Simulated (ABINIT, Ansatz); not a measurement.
An input for Ansatz 0.2.0 (SrAlGeH (P3m1)):

```yaml
crystal:
  lattice:
    - [4.2657904268, 0.0, 0.0]
    - [-2.1328952134, 3.6942828768, 0.0]
    - [0.0, 0.0, 4.967268]
  atoms:
    - { symbol: Sr, position: [0.3333333333, 0.6666666667, 0.004601] }
    - { symbol: Al, position: [0.0, 0.0, 0.458049] }
    - { symbol: Ge, position: [0.6666666667, 0.3333333333, 0.561296] }
    - { symbol: H, position: [0.0, 0.0, 0.105252] }
kpoints:
  mp_grid: { grid: [6, 6, 4] }
hamiltonian:
  xc: lda
scf:
  occupations: { method: fixed }
dielectric: {}
```

```sh
ansatz run input.yaml --threads 4 --pin off --max-ram 5529MiB --backend cpu --events-out ev --progress --plain --runs-dir out
```

Question: How long will it take on 4 threads of Arm Neoverse V2, shared host, and how much memory?

It took 32 s; on shared hardware allow 16 s to 63 s. Peak host memory was 1.1 GiB.

[Paths, hosts, dates, memory and timing lines, banners, echoed tables and standing remarks are left out of the program output.]

[Logs are printed without paths, hosts, clocks, repeated set-up lines and the standing remarks that a program may print on its own settings, such as how far it seeks lower states.]

[Runs of the session that timed out or met a known fault of the program may be left out.]

[Hosts, paths, dates, database ids (printed as entryN), source tags and the programs' standing remarks are cut or masked in the printed files.]

[G0W0 gaps are taken among the corrected bands and points alone; a level outside them can change the order at an edge.]

[Where Ansatz stands beside ABINIT at settings called matched, ABINIT's density can come from a denser mesh and the files from another edition; pairs whose starting gaps differed by over 0.03 eV were left out, so agreement reads better than it is.]
